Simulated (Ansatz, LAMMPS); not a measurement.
# Structural relaxation of amorphous Ge (61 atoms), part 3 of 3

Aim: bring amorphous Ge (61 atoms) to a nearby minimum of the energy and see what moves.

Ansatz 0.2.0; Kohn-Sham DFT, PBE, PAW (set soft_2), plane waves.

The cell: 61 Ge. The quench rate of 5 K/ps far exceeds what a furnace or splat quench reaches. The starting topology of bonds comes from the classical model. Sampling is at Γ alone, for a cell whose shortest periodic width is 11 Å.

So far. Step 4 (Cell and atoms relaxed): The relaxation changed the energy by -143 meV/atom, and atoms moved by 0.73 Å r.m.s., 1.8 Å at most.

### Step 6. Single point at the relaxed geometry

The electronic structure is read at the final geometry, in a run of its own.

input.yaml

```yaml
crystal:
  lattice:
    - [10.26692, -0.04719, -0.26517]
    - [-0.04719, 12.27083, 0.02378]
    - [-0.26517, 0.02378, 11.49921]
  atoms:
    - { symbol: Ge, position: [0.43862, 0.28087, 0.15441] }
    - { symbol: Ge, position: [0.60959, 0.71143, 0.82561] }
    - { symbol: Ge, position: [0.41258, 0.90866, 0.4096] }
    - { symbol: Ge, position: [0.98231, 0.23908, 0.83033] }
    - { symbol: Ge, position: [0.68562, 0.23768, 0.22517] }
    - { symbol: Ge, position: [0.95617, 0.5969, 0.71318] }
    - { symbol: Ge, position: [0.51597, 0.59282, 0.14574] }
    - { symbol: Ge, position: [0.29977, 0.58835, 0.23944] }
    - { symbol: Ge, position: [0.63805, 0.9018, 0.74763] }
    - { symbol: Ge, position: [0.06515, 0.80505, 0.41947] }
    - { symbol: Ge, position: [0.73293, 0.34243, 0.57539] }
    - { symbol: Ge, position: [0.78997, 0.37279, 0.36701] }
    - { symbol: Ge, position: [0.71329, 0.53168, 0.69532] }
    - { symbol: Ge, position: [0.85601, 0.37373, 0.95159] }
    - { symbol: Ge, position: [0.99763, 0.90984, 0.08339] }
    - { symbol: Ge, position: [0.05337, 0.45312, 0.5874] }
    - { symbol: Ge, position: [0.82062, 0.88892, 0.61458] }
    - { symbol: Ge, position: [0.98243, 0.49801, 0.37841] }
    - { symbol: Ge, position: [0.37013, 0.63166, 0.57105] }
    - { symbol: Ge, position: [0.35679, 0.15887, 0.8607] }
    - { symbol: Ge, position: [0.41083, 0.07355, 0.05555] }
    - { symbol: Ge, position: [0.18532, 0.0512, 0.15216] }
    - { symbol: Ge, position: [0.88337, 0.06734, 0.52224] }
    - { symbol: Ge, position: [0.28783, 0.73098, 0.39821] }
    - { symbol: Ge, position: [0.01737, 0.77712, 0.63056] }
    - { symbol: Ge, position: [0.69714, 0.04897, 0.89519] }
    - { symbol: Ge, position: [0.68151, 0.10901, 0.39738] }
    - { symbol: Ge, position: [0.7232, 0.77615, 0.44716] }
    - { symbol: Ge, position: [0.60845, 0.49927, 0.33331] }
    - { symbol: Ge, position: [0.62579, 0.9257, 0.31648] }
    - { symbol: Ge, position: [0.55274, 0.18188, 0.56893] }
    - { symbol: Ge, position: [0.89073, 0.68632, 0.32567] }
    - { symbol: Ge, position: [0.0847, 0.60893, 0.90663] }
    - { symbol: Ge, position: [0.4054, 0.86719, 0.94884] }
    - { symbol: Ge, position: [0.93696, 0.53943, 0.05275] }
    - { symbol: Ge, position: [0.59752, 0.61144, 0.51437] }
    - { symbol: Ge, position: [0.29244, 0.07897, 0.35201] }
    - { symbol: Ge, position: [0.62754, 0.96001, 0.09516] }
    - { symbol: Ge, position: [0.34867, 0.29214, 0.51457] }
    - { symbol: Ge, position: [0.85749, 0.72669, 0.11054] }
    - { symbol: Ge, position: [0.18573, 0.84748, 0.77232] }
    - { symbol: Ge, position: [0.36984, 0.69876, 0.775] }
    - { symbol: Ge, position: [0.291, 0.45155, 0.6471] }
    - { symbol: Ge, position: [0.47, 0.98212, 0.60977] }
    - { symbol: Ge, position: [0.63612, 0.39996, 0.85845] }
    - { symbol: Ge, position: [0.19512, 0.30385, 0.91035] }
    - { symbol: Ge, position: [0.04121, 0.00736, 0.37041] }
    - { symbol: Ge, position: [0.47152, 0.44314, 0.00413] }
    - { symbol: Ge, position: [0.61607, 0.75299, 0.04466] }
    - { symbol: Ge, position: [0.28279, 0.49841, 0.86442] }
    - { symbol: Ge, position: [0.57771, 0.20826, 0.79315] }
    - { symbol: Ge, position: [0.39444, 0.40807, 0.33647] }
    - { symbol: Ge, position: [0.16038, 0.14607, 0.5433] }
    - { symbol: Ge, position: [0.86878, 0.21552, 0.08976] }
    - { symbol: Ge, position: [0.27045, 0.0289, 0.70743] }
    - { symbol: Ge, position: [0.10313, 0.46961, 0.19746] }
    - { symbol: Ge, position: [0.00788, 0.20726, 0.2861] }
    - { symbol: Ge, position: [0.16331, 0.27565, 0.1276] }
    - { symbol: Ge, position: [0.16766, 0.79663, 0.9809] }
    - { symbol: Ge, position: [0.92892, 0.06923, 0.94951] }
    - { symbol: Ge, position: [0.95555, 0.25925, 0.61728] }
kpoints:
  mp_grid: { grid: [1, 1, 1] }
hamiltonian:
  xc: pbe
scf:
  occupations: { method: fermi_dirac, width: 0.025 }
output:
  forces: true
  stress: true
  populations: true
  dos:
    method: { smearing: { sigma: 0.08 } }
    de: 0.1
    projected: { site_lists: { Ge: [Ge] } }
  eigenvalues: true
  write_density: true
  write_potential: true
  volumetric_format: npy
```

The run is started by

```sh
$ ansatz run input.yaml --threads 4 --pin off --max-ram 8192MiB --backend cpu --events-out ev --progress --plain --runs-dir out
```

Numbers of over 12 decimals in the logs are rounded to 6 here.

The log of the run:

```text
[...]
Crystal: 61 atoms, lattice volume = 1447.819 Å³
Basis set: ecut = 420 eV, 28335 PW (Γ), exchange–correlation on 144×180×160 points (8 copies of the dense FFT grid, shifted against one another)
Bands: 513, of which v1, the nominal top of the filled ones, is band 427 counted from 1 (426 counted from 0)
Symmetry: 1 space group operations
[...]
k-points: 1
[...]
SCF iter   1: F=—  HF=-261982.205383 eV  |F-HF|=—  |Δ(HF+E_count)|=         —  Δρ=3.75e-3  dr2=6.63e-1  ethr=1.77e-3  ⟨swp⟩=6.0  Hψ=1809  notcnv=0
[...]
SCF iter  13: F=-261982.065524 eV  HF=-261982.065524 eV  |F-HF|=2.62e-8  |Δ(HF+E_count)|=   8.94e-8  Δρ=1.20e-6  dr2=9.60e-8  ethr=1.17e-11  ⟨swp⟩=12.0  Hψ=3469  notcnv=0
SCF 1 converged in 13 iterations: F = -261982.065524 eV  dr2 = 9.60e-8
[...]
SCF converged after 13 iterations
Free energy (F): -261982.065524 eV
[...]
Internal energy: -261982.065501 eV  (E = F + TS)
E sigma→0 (E₀):  -261982.065512 eV
Entropy (-TS):   -0.000022 eV (-0.000 meV/atom)
Fermi energy:    7.663272 eV
[...]
--- Forces (eV/Å), atoms counted from 1 ---
  atom   1  Ge     0.00300823    -0.00004704    -0.00214258
  atom   2  Ge     0.00349473     0.00537797    -0.00232836
  atom   3  Ge    -0.00122746    -0.00088631     0.00266629
  atom   4  Ge     0.00218372    -0.00275881     0.00198441
  atom   5  Ge     0.00294286     0.00102483     0.00176668
  atom   6  Ge     0.00113427     0.00180004    -0.00449789
  atom   7  Ge     0.00159160    -0.00076207    -0.00016839
  atom   8  Ge    -0.00159161     0.00904980    -0.00068828
  atom   9  Ge    -0.00071055    -0.00285733    -0.00053917
  atom  10  Ge     0.00807133     0.00503095    -0.00134234
  atom  11  Ge    -0.00320691    -0.00242441    -0.00180881
  atom  12  Ge    -0.00183358     0.01235131    -0.00338122
  atom  13  Ge    -0.00282662     0.01224371     0.00437569
  atom  14  Ge    -0.00063323    -0.00168957    -0.00119610
[...]
atom  60  Ge    -0.00165249    -0.00125722     0.00314654
  atom  61  Ge     0.00170644     0.00208689    -0.00112692
  max |Σ_I F_I| component: 2.61e-5 eV/Å
--- Stress (GPa, compression-positive) ---
       -0.013064      -0.001194      -0.000055
       -0.001194       0.000955       0.003861
       -0.000055       0.003861      -0.009676
  P = ⅓ Tr σ = -0.0073 GPa (-0.073 kbar)
--- Band table (eV) ---
[...]
--- Löwdin populations: 61 sites ---
  site symbol       q [e]
     0     Ge     14.0323
     1     Ge     13.9709
     2     Ge     13.9583
[...]
60     Ge     13.9907
  spilling = 0.001637 (of n_electrons = 854.000000)
```

Wall time 30 s (4 threads of Arm Neoverse V2, shared host); peak memory 2.1 GiB; 1.9 min of CPU time.

The run gave:

```
free energy                                      : -261982.0655 eV
free energy per atom                             : -4294.7880 eV/atom
SCF cycles                                       : 13
pressure                                         : -0.007262 GPa
r.m.s. force component                           : 0.00431 eV/Å
longest force                                    : 0.01772 eV/Å
Fermi energy                                     : 7.663 eV
gap (highest filled to lowest empty level) : 0.5504 eV
spilling of the projection                       : 0.001637
```

The mean of these charges, 0.023 e, is only the charge that the projection spills.

Löwdin charges by element and coordination (they lack the spilled electrons, 0.023 e an atom on average):

| element | coordination | atoms | mean charge (e) | spread | least | most |
| --- | --- | --- | --- | --- | --- | --- |
| Ge | all | 61 | 0.0229 | 0.0279 | -0.0465 | 0.094 |
| Ge | 4 | 44 | 0.023 | 0.0254 | -0.0465 | 0.0837 |
| Ge | 5 | 12 | 0.0075 | 0.0211 | -0.0323 | 0.0415 |
| Ge | 6 | 5 | 0.059 | 0.0297 | 0.0185 | 0.094 |

States in the cell by windows of 1 eV, zero at the Fermi level; the larger projections on atomic orbitals stand beside the total:

| from (eV) | to (eV) | total | Ge p | Ge s |
| --- | --- | --- | --- | --- |
| -10 | -9 | 16.5 | 4.8 | 11.6 |
| -9 | -8 | 15.9 | 5.0 | 10.9 |
| -8 | -7 | 17.7 | 6.1 | 11.6 |
| -7 | -6 | 18.2 | 7.2 | 10.9 |
| -6 | -5 | 14.1 | 6.4 | 7.7 |
| -5 | -4 | 9.4 | 5.9 | 3.4 |
| -4 | -3 | 26.8 | 24.5 | 2.0 |
| -3 | -2 | 30.3 | 27.6 | 2.5 |
| -2 | -1 | 41.3 | 38.0 | 2.9 |
| -1 | 0 | 22.2 | 19.6 | 2.3 |
| 0 | 1 | 15.6 | 11.9 | 3.2 |
| 1 | 2 | 30.9 | 22.3 | 7.0 |
| 2 | 3 | 29.5 | 22.0 | 5.3 |
| 3 | 4 | 40.9 | 31.0 | 5.1 |
| 4 | 5 | 34.8 | 26.0 | 3.3 |

The curve was stored every 0.10 eV, coarse against its broadening of 0.08 eV, so these counts are rough.

Between -25 and -10 eV lie 642 more states.

The levels nearest the highest filled one (over half full), pooled over k-points and spins:

| level less the highest filled one (eV) | occupation |
| --- | --- |
| -0.275 | 2 |
| -0.206 | 2 |
| -0.190 | 2 |
| -0.124 | 2 |
| -0.0387 | 2 |
| 0 | 2 |
| 0.550 | 0 |
| 0.715 | 0 |
| 0.752 | 0 |
| 0.875 | 0 |
| 0.938 | 0 |
| 1.05 | 0 |

Valence density in the bc plane at fractional x = 0.626, with atoms of Ge within 0.2 Å of it. It is the smooth field of the valence electrons, not physical close to the nuclei.

Ten steps, logarithmic in the rise over the least value, from '0' (0 e/Å³) to '9' (30 e/Å³), each cell a mean:
```
11100000000000110000000012221000001
12211000000012221000000111110000001
23321111101137852100001233210000001
12211123211248962100001488521111111
11111245421124531100001478521124321
10001134321111111111001223211259841
00000111110000001111110011001258741
00000011100000000111110000000122211
00000111110000000111110000000001110
00001222111110000011221100000000000
00001222111110000012465210000000000
00011111110000000012687311100000000
00111111000000000012354211111000000
01233210000000001111111111111110000
11244310000000113442110000011112221
11222210000000126984100000000126873
11111111110000125763100000000127984
10000112321000011221100000000013442
00000013432100000011100000000001111
10000012221000000000110000000001122
31000001110000000000111111111011466
42000000000000000000001123542112699
31000000000000000000000137984112466
11000000000000000000000125863111122
```
Columns run along b (12.3 Å), rows up along c (11.5 Å). Atoms in or near the plane, at fractional coordinates: Ge at (0.71, 0.83), Ge at (0.90, 0.75), Ge at (0.50, 0.33), Ge at (0.93, 0.32), Ge at (0.96, 0.10), Ge at (0.40, 0.86), Ge at (0.75, 0.04).

Electrostatic potential energy in the bc plane at fractional x = 0.626, with atoms of Ge within 0.2 Å of it. With pseudopotentials it is smooth inside the atoms' cores, unlike the true potential.

Ten even steps from '0' (-29 eV) to '9' (11 eV), each cell a mean:
```
88889999999998899999999986457999998
64568999999874458999999988889999998
53358888888720014899998533479999998
75578743478620003899996200148888888
88888510147852236899996200157742258
89998631258988788888998643578400016
99999876789999998766799988898510026
99999998999999998756789999999854468
99998877899999999877889999999998899
99997544788888999988766899999999999
99997534688888999985211479999999999
99998767899889999984000278989999999
99877789999999999986312578777899999
98532479999999998778777888777898889
87411379999999863225899999888875447
78644689999999840002699999999841002
68888888788999851003799999999830002
89999874346899986457899999999863225
99999862125899999999999999999998778
79999975447899999999888999999998766
37999998889999999998888988778986201
15899999999999999999989862125884000
37999999999999999999999730002686201
78999999999999999999999841003788766
```
Columns run along b (12.3 Å; values clipped at the 3rd and 97th percentile), rows up along c (11.5 Å). Atoms in or near the plane, at fractional coordinates: Ge at (0.71, 0.83), Ge at (0.90, 0.75), Ge at (0.50, 0.33), Ge at (0.93, 0.32), Ge at (0.96, 0.10), Ge at (0.40, 0.86), Ge at (0.75, 0.04).

Löwdin charges run from -0.05 to +0.09 e, about a mean that is the spilled charge alone. The largest share in the top eV of filled states is Ge p (91 % of the projected weight), and in the lowest eV of empty states Ge p (78 % of the projected weight).

Local excerpt of 12 atoms (numbers count through the whole input) about Ge29, picked at random; x, y, z are measured from there.

| atom | x | y | z | distance (Å) | bonds | Löwdin charge (e) |
| --- | --- | --- | --- | --- | --- | --- |
| Ge29 | 0.00 | 0.00 | 0.00 | 0.00 | 4 | 0.03 |
| Ge12 | 1.86 | -1.56 | 0.34 | 2.45 | 4 | -0.05 |
| Ge52 | -2.19 | -1.11 | 0.09 | 2.46 | 4 | 0.03 |
| Ge36 | -0.17 | 1.38 | 2.09 | 2.51 | 4 | 0.04 |
| Ge7 | -0.90 | 1.15 | -2.13 | 2.58 | 4 | 0.03 |
| Ge8 | -3.15 | 1.11 | -1.00 | 3.48 | 4 | 0.03 |
| Ge5 | 0.83 | -3.22 | -1.27 | 3.56 | 4 | 0.07 |
| Ge11 | 1.22 | -1.92 | 2.75 | 3.57 | 4 | 0.06 |
| Ge32 | 2.89 | 2.28 | -0.16 | 3.69 | 4 | 0.00 |
| Ge1 | -1.69 | -2.68 | -2.02 | 3.75 | 5 | -0.03 |
| Ge28 | 1.13 | 3.39 | 1.29 | 3.80 | 4 | 0.01 |
| Ge18 | 3.83 | -0.03 | 0.42 | 3.85 | 4 | 0.06 |

The column of bonds counts only the pairs Ge-Ge within 3.12 Å; other neighbours, such as metal atoms beside each other in a compound, aren't counted, and periodic images can show an atom twice.

### Step 7. Other settings

Changed here: hamiltonian.pseudopotentials.kind = "paw" and hamiltonian.pseudopotentials.source = "jth".

This step: Kohn-Sham DFT, PBE, PAW (jth set), plane waves (Ansatz 0.2.0).

input.yaml

```yaml
crystal:
  lattice:
    - [10.8974, 0.0, 0.0]
    - [0.0, 10.8974, 0.0]
    - [0.0, 0.0, 10.8974]
  atoms:
    [... the 61 atom lines of step 3 ...]
kpoints:
  mp_grid: { grid: [1, 1, 1] }
hamiltonian:
  xc: pbe
  pseudopotentials: { kind: paw, source: jth }
scf:
  occupations: { method: fermi_dirac, width: 0.025 }
output:
  forces: true
  stress: true
  populations: true
  dos:
    method: { smearing: { sigma: 0.15 } }
    de: 0.1
    projected: { site_lists: { Ge: [Ge] } }
  eigenvalues: true
```

The log of the run:

```text
Warning: <dir> the checks of this Ge dataset prove no rule for summing its radial tables, as where they were carried onto another mesh than they were made on, and Gregory's rule is taken, under which a leading mesh point left out moves its sums only by what lay on the interval it spanned. [...]
[...]
Crystal: 61 atoms, lattice volume = 1294.103 Å³
Basis set: ecut = 1080 eV, 104295 PW (Γ), exchange–correlation on 240×240×240 points (8 copies of the dense FFT grid, shifted against one another)
Bands: 513, of which v1, the nominal top of the filled ones, is band 427 counted from 1 (426 counted from 0)
Symmetry: 1 space group operations
[...]
k-points: 1
[...]
SCF iter   1: F=—  HF=-261863.468188 eV  |F-HF|=—  |Δ(HF+E_count)|=         —  Δρ=2.98e-2  dr2=1.27e1  ethr=3.10e-3  ⟨swp⟩=7.0  Hψ=2465  notcnv=0  defer=49
[...]
SCF iter  11: F=—  HF=-261860.733213 eV  |F-HF|=—  |Δ(HF+E_count)|=   1.58e-7  Δρ=3.52e-6  dr2=4.23e-7  ethr=2.12e-10  ⟨swp⟩=3.0  Hψ=1043  notcnv=0  defer=71
SCF iter  12: F=-261860.733213 eV  HF=-261860.733213 eV  |F-HF|=6.11e-8  |Δ(HF+E_count)|=   1.79e-8  Δρ=1.55e-6  dr2=7.81e-8  ethr=1.17e-11  ⟨swp⟩=13.0  Hψ=3002  notcnv=0
SCF 1 converged in 12 iterations: F = -261860.733213 eV  dr2 = 7.81e-8
[...]
SCF converged after 12 iterations
Free energy (F): -261860.733213 eV
[...]
Internal energy: -261860.634236 eV  (E = F + TS)
E sigma→0 (E₀):  -261860.683725 eV
Entropy (-TS):   -0.098977 eV (-1.623 meV/atom)
Fermi energy:    11.410936 eV
[...]
Σ components = -261860.733213   (vs F -261860.733213, Δ=0.00e0)
--- Forces (eV/Å), atoms counted from 1 ---
  atom   1  Ge    -0.01542748     0.01981799    -0.17604694
  atom   2  Ge     0.15799621     0.23809440    -0.45178926
  atom   3  Ge     0.49971373    -0.08461208     0.13370275
  atom   4  Ge     0.03399481     0.11384198     0.04953836
[...]
atom  61  Ge     0.31564605     0.29740520     0.04041329
  max |Σ_I F_I| component: 1.75e-5 eV/Å
--- Stress (GPa, compression-positive) ---
        6.742891      -0.543789      -1.061101
       -0.543789       6.672765       0.219478
       -1.061101       0.219478       8.163159
  P = ⅓ Tr σ = 7.1929 GPa (71.929 kbar)
--- Band table (eV) ---
[...]
--- Löwdin populations: 61 sites ---
  site symbol       q [e]
     0     Ge     14.0326
     1     Ge     13.9411
     2     Ge     14.0218
[...]
60     Ge     13.9979
  spilling = 0.001625 (of n_electrons = 854.000000)
```

Run time: 1.8 min. Hardware: 4 threads; peak memory 7.4 GiB; 7 min of CPU time.

Notices of the run: radial quadrature taken.

Geometry and reference: those of the single point at the start.

Forces differ from those of the single point at the start by 3.8 meV/Å r.m.s., 1.5 % of their size; the pressure by +0.23 GPa. It took 3.5 times the reference's time (shared host, so rough).

### Step 8. What came out

| Item | Value |
| --- | --- |
| energy change in the relaxation | -143 meV/atom |
| r.m.s. displacement | 0.727 Å |
| largest displacement | 1.798 Å |
| free energy per atom | -4294.7880 eV/atom |
| pressure | -0.007262 GPa |
| r.m.s. force component | 0.00431 eV/Å |
| gap (highest filled to lowest empty level) | 0.5504 eV |
| wall time of the 4 DFT runs | 14 min |

Relaxation lowers the energy by 143 meV/atom and moves atoms by 0.73 Å r.m.s.; the r.m.s. force component goes from 0.26 to 0.0043 eV/Å, the pressure goes from 7.0 to -0.0073 GPa. Displacements are taken in the final cell, so they leave out its strain. By the final cutoffs 22 of 144 bonded pairs parted and 11 joined. The cell grew by 11.9 % in volume. From the first step to the last the energy fell by 8.722 eV, across changes of basis, and the largest move was 1.80 Å (Ge34). The Ge-Ge bonds go from 2.565 Å (spread 0.163) to 2.593 Å (spread 0.136), and their number from 144 to 133. With the cutoffs above, 72 % of Ge atoms have 4 bonded neighbours. Between filled and empty levels lie 0.550 eV (at Γ alone); a semilocal functional tends to put such gaps too low. In a disordered cell it changes from sample to sample, and tail or defect levels can set it.

Caveats: The starting topology of bonds comes from the classical model; in DFT 22 of its 144 bonded pairs passed out of the cutoffs and 11 came within them.

[Logs are printed without paths, hosts, clocks, repeated set-up lines and the standing remarks that a program may print on its own settings, such as how far it seeks lower states.]

[Hosts, paths, dates, database ids (printed as entryN), source tags and the programs' standing remarks are cut or masked in the printed files.]
